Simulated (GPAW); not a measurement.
# Quasiparticle gap of H6PbCNCl3 (Pm) in GPAW

Wanted: ground state, empty states, screening and self-energy for H6PbCNCl3 (Pm).

Main program and level: GPAW 26.7.0; LDA and many-body steps on it, plane waves.

Most raw output is cut from this account.

## Step 1: Set-up

Symmetry: Pm, No. 6, monoclinic system. Conventional cell: a = 5.753 Å, b = 5.765 Å, c = 5.855 Å, α = 90.00°, β = 90.03°, γ = 90.00°. H has 1 C at 1.09 Å nearest. Nearest to H lie 1 C at 1.09 Å. Nearest to H lie 1 N at 1.04 Å. H has 1 N at 1.04 Å nearest. Pb has 6 Cl at 2.88 to 2.99 Å nearest. C has 3 H at 1.09 Å and 1 N at 1.49 Å nearest. Farther neighbours and most contacts between anions are not listed.

The cell and positions are those that the Materials Project relaxed with its own functionals (PBE, PBE+U or r2SCAN), kept fixed. Spin-orbit coupling is left out unless a step names it.

## Step 2: Ground state

This step: GPAW 26.7.0; DFT, LDA, plane waves, PAW.

The ground-state density comes first.

File run.py:

```python
import json
import numpy as np
from gpaw.mpi import world
from ase import Atoms
from gpaw import GPAW, PW, FermiDirac

atoms = Atoms(['H', 'H', 'H', 'H', 'H', 'H', 'Pb', 'C', 'N', 'Cl', 'Cl', 'Cl'],
    cell=[[5.7528320000, 0.0000000000, 0.0000000000],
      [0.0000000000, 5.7646710000, 0.0000000000],
      [-0.0026040000, 0.0000000000, 5.8552010000]],
    scaled_positions=[[0.8794760000, 0.5000000000, 0.7904230000],
      [0.8132520000, 0.3440720000, 0.0473870000],
      [0.8132520000, 0.6559280000, 0.0473870000],
      [0.2296610000, 0.3543160000, 0.9785380000],
      [0.2296610000, 0.6456840000, 0.9785380000],
      [0.1709570000, 0.5000000000, 0.2164120000],
      [0.4739880000, 0.0000000000, 0.4838740000],
      [0.8942680000, 0.5000000000, 0.9768480000],
      [0.1449320000, 0.5000000000, 0.0407310000],
      [0.4278910000, 0.0000000000, 0.9755580000],
      [0.4291920000, 0.5000000000, 0.5200360000],
      [0.9718260000, 0.0000000000, 0.4396600000]],
    pbc=(True, True, True))
calc = GPAW(mode=PW(600),
    xc='LDA',
    kpts={'size': (4, 4, 4), 'gamma': True},
    occupations=FermiDirac(0.001),
    nbands=-12,
    convergence={'density': 1e-6, 'bands': -3},
    maxiter=100,
    txt='gs.txt')
atoms.calc = calc
res = {'energy': atoms.get_potential_energy()}
kpts = calc.get_ibz_k_points()
res['kpts'] = kpts
res['eigenvalues'] = [calc.get_eigenvalues(kpt=k) for k in range(len(kpts))]
res['n_electrons'] = calc.get_number_of_electrons()
calc.write('gs.gpw')

if world.rank == 0:
    with open('result.json', 'w') as f:
        json.dump(res, f, default=lambda x: x.tolist())
```

The run is started by

```sh
$ mpirun -n 4 gpaw python run.py
```

It took 2.4 min on 4 MPI ranks of Arm Neoverse V1, shared host; peak memory 1.2 GiB; 9.4 min of CPU time.

Numbers from this step:

```
total energy               : -58.2336 eV
gap                        : 2.333 eV
k of the valence top       : 0.5, 0.5, 0.5
k of the conduction bottom : 0.5, 0.5, 0.5
least direct gap           : 2.333 eV
```

The gap is direct, at (0.500, 0.500, 0.500).

## Step 3: Bands along the symmetry lines

Levels along a band path, at the cheap level, show where the edges lie and whether the meshes to come will hold them.

File run.py:

```python
import json
import numpy as np
from gpaw.mpi import world
from gpaw import GPAW

path = [[0.000000, 0.000000, 0.000000],
    [0.000000, 0.062500, 0.000000],
    [0.000000, 0.125000, 0.000000],
    [0.000000, 0.187500, 0.000000],
    [0.000000, 0.250000, 0.000000],
    [0.000000, 0.312500, 0.000000],
    [0.000000, 0.375000, 0.000000],
    [0.000000, 0.437500, 0.000000],
    [0.000000, 0.500000, 0.000000],
    [0.000000, 0.500000, 0.062500],
    [0.000000, 0.500000, 0.125000],
    [0.000000, 0.500000, 0.187500],
    [0.000000, 0.500000, 0.250000],
    [0.000000, 0.500000, 0.312500],
    [0.000000, 0.500000, 0.375000],
    [0.000000, 0.500000, 0.437500],
    [0.000000, 0.500000, 0.500000],
    [0.000000, 0.437500, 0.500000],
    [0.000000, 0.375000, 0.500000],
    [0.000000, 0.312500, 0.500000],
    [0.000000, 0.250000, 0.500000],
    [0.000000, 0.187500, 0.500000],
    [0.000000, 0.125000, 0.500000],
    [0.000000, 0.062500, 0.500000],
    [0.000000, 0.000000, 0.500000],
    [0.000000, 0.000000, 0.437500],
    [0.000000, 0.000000, 0.375000],
    [0.000000, 0.000000, 0.312500],
    [0.000000, 0.000000, 0.250000],
    [0.000000, 0.000000, 0.187500],
    [0.000000, 0.000000, 0.125000],
    [0.000000, 0.000000, 0.062500],
    [0.000000, 0.000000, 0.000000],
    [-0.062500, 0.000000, 0.062500],
    [-0.125000, 0.000000, 0.125000],
    [-0.187500, 0.000000, 0.187500],
    [-0.250000, 0.000000, 0.250000],
    [-0.312500, 0.000000, 0.312500],
    [-0.375000, 0.000000, 0.375000],
    [-0.437500, 0.000000, 0.437500],
    [-0.500000, 0.000000, 0.500000],
    [-0.500000, 0.062500, 0.500000],
    [-0.500000, 0.125000, 0.500000],
    [-0.500000, 0.187500, 0.500000],
    [-0.500000, 0.250000, 0.500000],
    [-0.500000, 0.312500, 0.500000],
    [-0.500000, 0.375000, 0.500000],
    [-0.500000, 0.437500, 0.500000],
    [-0.500000, 0.500000, 0.500000],
    [-0.437500, 0.500000, 0.437500],
    [-0.375000, 0.500000, 0.375000],
    [-0.312500, 0.500000, 0.312500],
    [-0.250000, 0.500000, 0.250000],
    [-0.187500, 0.500000, 0.187500],
    [-0.125000, 0.500000, 0.125000],
    [-0.062500, 0.500000, 0.062500],
    [0.000000, 0.500000, 0.000000],
    [-0.062500, 0.500000, 0.000000],
    [-0.125000, 0.500000, 0.000000],
    [-0.187500, 0.500000, 0.000000],
    [-0.250000, 0.500000, 0.000000],
    [-0.312500, 0.500000, 0.000000],
    [-0.375000, 0.500000, 0.000000],
    [-0.437500, 0.500000, 0.000000],
    [-0.500000, 0.500000, 0.000000],
    [-0.500000, 0.437500, 0.000000],
    [-0.500000, 0.375000, 0.000000],
    [-0.500000, 0.312500, 0.000000],
    [-0.500000, 0.250000, 0.000000],
    [-0.500000, 0.187500, 0.000000],
    [-0.500000, 0.125000, 0.000000],
    [-0.500000, 0.062500, 0.000000],
    [-0.500000, 0.000000, 0.000000],
    [-0.437500, 0.000000, 0.000000],
    [-0.375000, 0.000000, 0.000000],
    [-0.312500, 0.000000, 0.000000],
    [-0.250000, 0.000000, 0.000000],
    [-0.187500, 0.000000, 0.000000],
    [-0.125000, 0.000000, 0.000000],
    [-0.062500, 0.000000, 0.000000],
    [0.000000, 0.000000, 0.000000]]
calc = GPAW('gs.gpw').fixed_density(kpts=path,
    symmetry='off',
    nbands=35,
    convergence={'bands': 31},
    txt='bands.txt')
res = {}
kpts = calc.get_ibz_k_points()
res['kpts'] = kpts
res['eigenvalues'] = [calc.get_eigenvalues(kpt=k) for k in range(len(kpts))]
res['n_electrons'] = calc.get_number_of_electrons()

if world.rank == 0:
    with open('result.json', 'w') as f:
        json.dump(res, f, default=lambda x: x.tolist())
```

The run is started by

```sh
$ mpirun -n 4 gpaw python run.py
```

The job ended after 3.6 min (4 MPI ranks; peak memory 1.7 GiB).

Numbers from this step:

| Item | Value |
| --- | --- |
| gap | 2.327 eV |
| k of the valence top | -0.5, 0.5, 0.5 |
| k of the conduction bottom | -0.5, 0.4375, 0.5 |
| least direct gap | 2.333 eV |

The gap is 2.327 eV, −0.006 eV from the run before at this level.

Electronic bands along the path, in eV, zero at the top of the highest filled band:

```csv
point,band 22,band 23,band 24,band 25,band 26,band 27,band 28,band 29
Γ,-1.82,-1.68,-1.35,-1.32,4.23,5.27,5.45,5.86
halfway,-1.79,-1.69,-1.37,-1.32,4.27,4.79,5.08,5.77
Z,-1.68,-1.54,-1.36,-1.19,3.17,4.93,5.51,5.65
halfway,-1.78,-1.51,-1.42,-1.02,2.97,3.88,5.32,5.86
D,-1.69,-1.51,-1.50,-0.70,2.70,2.79,5.20,6.08
halfway,-1.72,-1.61,-1.41,-1.06,2.83,4.05,5.32,5.84
B,-1.64,-1.63,-1.37,-1.23,3.04,5.18,5.33,5.63
halfway,-1.81,-1.64,-1.36,-1.33,4.15,4.70,5.29,5.77
Γ,-1.82,-1.68,-1.35,-1.32,4.23,5.27,5.45,5.86
halfway,-1.83,-1.52,-1.42,-1.22,3.81,4.54,5.11,5.20
A,-1.83,-1.50,-1.17,-0.48,2.68,2.90,4.84,5.49
halfway,-1.70,-1.32,-1.17,-0.35,2.49,2.66,3.79,5.81
E,-1.66,-1.18,-1.17,0.00,2.33,2.35,2.58,5.68
halfway,-1.77,-1.35,-1.33,-0.83,2.76,3.51,4.36,5.95
Z,-1.68,-1.54,-1.36,-1.19,3.17,4.93,5.51,5.65
halfway,-1.76,-1.42,-1.33,-0.97,2.95,4.19,4.94,5.77
C2,-1.82,-1.50,-1.16,-0.36,2.74,2.88,4.77,5.69
halfway,-1.74,-1.49,-1.28,-0.72,3.00,3.99,4.89,5.18
Y2,-1.70,-1.46,-1.44,-0.85,3.20,4.57,5.11,5.12
halfway,-1.75,-1.55,-1.40,-1.35,4.26,4.77,5.20,5.26
Γ,-1.82,-1.68,-1.35,-1.32,4.23,5.27,5.45,5.86
```

## Step 4: Empty states on the mesh, 2×2×2 mesh, 241 bands

The sums over transitions need many empty states on a uniform mesh; this step solves for them.

File run.py:

```python
import json
import numpy as np
from gpaw.mpi import world
from gpaw import GPAW

calc = GPAW('gs.gpw').fixed_density(kpts={'size': (2, 2, 2), 'gamma': True},
    nbands=281,
    convergence={'bands': 241},
    txt='nscf.txt')
calc.write('full.gpw', mode='all')
res = {}
kpts = calc.get_ibz_k_points()
res['kpts'] = kpts
res['eigenvalues'] = [calc.get_eigenvalues(kpt=k) for k in range(len(kpts))]
res['n_electrons'] = calc.get_number_of_electrons()

if world.rank == 0:
    with open('result.json', 'w') as f:
        json.dump(res, f, default=lambda x: x.tolist())
```

The run is started by

```sh
$ mpirun -n 4 gpaw python run.py
```

Wall time 3 min (4 MPI ranks); peak memory 1.7 GiB; 12 min of CPU time.

Numbers from this step:

```
gap                                                           : 2.333 eV
k of the valence top                                          : 0.5, 0.5, 0.5
k of the conduction bottom                                    : 0.5, 0.5, 0.5
least direct gap                                              : 2.333 eV
k points computed                                             : 8
lowest point of the top converged band, above the valence top : 57.7395 eV
```

On this mesh the gap is 2.333 eV.

## Step 5: Screening and self-energy, 2×2×2 mesh, 231 bands, screening to 65 eV

Now the one-shot GW correction: screening in the RPA, then the self-energy of the levels asked for.

This step: G0W0 on LDA, plane waves, PAW.

File run.py:

```python
import json
import numpy as np
from gpaw.mpi import world
from gpaw.response.g0w0 import G0W0

gw = G0W0('full.gpw',
    filename='gw',
    kpts=[0, 7],
    bands=(23, 27),
    ecut=65,
    nbands=231,
    integrate_gamma='WS',
    ppa=True)
gw.calculate()
res = {mode: {k: v for k, v in r.items() if k != 'sigma_eskwn'}
       for mode, r in gw.all_results.items()}

if world.rank == 0:
    with open('result.json', 'w') as f:
        json.dump(res, f, default=lambda x: x.tolist())
```

The run is started by

```sh
$ mpirun -n 4 gpaw python run.py
```

Wall time 86 s (4 MPI ranks); peak memory 2.4 GiB.

This step gave:

```yaml
g0w0_gap_on_the_points_computed: 3.776 eV
least_direct_g0w0_gap_on_the_computed_points: 3.776 eV
z_at_the_valence_top: 0.7985
z_at_the_conduction_bottom: 0.8235
starting_gap_on_the_mesh: 2.333 eV
k_of_the_valence_top: 0.5, 0.5, 0.5
k_of_the_conduction_bottom: 0.5, 0.5, 0.5
```

The gap on the mesh goes from 2.33 eV to 3.78 eV, a correction of +1.44 eV.

Limits: finite bands, cutoff and mesh; no spin-orbit coupling; coarse k mesh. v1 is the top filled band, c1 the lowest empty one. Levels before and after the correction, in eV, zero at the valence-band top of each column:

```csv
,conduction bottom,valence top
Kohn-Sham,2.33,0.00
G0W0,3.78,0.00
```

```csv
,level,energy (eV)
Kohn-Sham,(0.5 0.5 0.5) v2,-1.168
Kohn-Sham,(0.5 0.5 0.5) v1,0.000
Kohn-Sham,(0.5 0.5 0.5) c1,2.333
Kohn-Sham,(0.5 0.5 0.5) c2,2.354
G0W0,(0.5 0.5 0.5) v2,-1.773
G0W0,(0.5 0.5 0.5) v1,0.000
G0W0,(0.5 0.5 0.5) c1,3.776
G0W0,(0.5 0.5 0.5) c2,3.807
```

## Step 6: Where the time went

Times are wall times on 4 MPI ranks of Arm Neoverse V1, shared host, good to a factor of about two.

```csv
step,time,share,memory (GiB)
ground state,2.4 min,23 %,1.2
bands along the symmetry lines,3.6 min,35 %,1.7
empty states on the mesh,3 min,29 %,1.7
screening and self-energy,86 s,14 %,2.4
```

## Step 7: Outcome

| Item | Value |
| --- | --- |
| LDA gap | 2.33 eV, indirect (only 6 meV under the direct gap) |
| G0W0 gap on the mesh | 3.78 eV |
| GW settings | 2×2×2 mesh, 231 bands, screening to 65 eV, Godby-Needs plasmon pole |
| known limits | not at the basis limit; no spin-orbit coupling; coarse k mesh |

What this shows: G0W0 moves the gap on the mesh from 2.33 eV to 3.78 eV (+1.44 eV), with Z of 0.80 and 0.82 at the edges. Only 2 of the mesh's irreducible points were corrected, so a valley elsewhere could overtake. Bands and cutoff are finite, so the gap is not at the basis limit. The miss can reach some tenths of an eV and take either sign; the mesh is an error of its own. These stock PAW sets were not made for GW. In the G0W0 run levels were corrected at 2 k points alone, so a gap called «on the mesh» is the least over those, and an edge elsewhere would be missed. The 2×2×2 mesh is coarse for this cell, which bears on the long-range parts of exchange and screening. Where an edge is built on 6p states of lead, bismuth or thallium, scalar-relativistic gaps usually stand too wide, by a few tenths to over one eV. The many-body steps are scalar-relativistic: spin-orbit coupling is not in them.

[Paths, hosts, dates, memory and timing lines, banners, echoed tables and standing remarks are left out of the program output.]

[Logs are printed without paths, hosts, clocks, repeated set-up lines and the standing remarks that a program may print on its own settings, such as how far it seeks lower states.]

[Runs of the session that timed out or met a known fault of the program may be left out.]

[Hosts, paths, dates, database ids (printed as entryN), source tags and the programs' standing remarks are cut or masked in the printed files.]
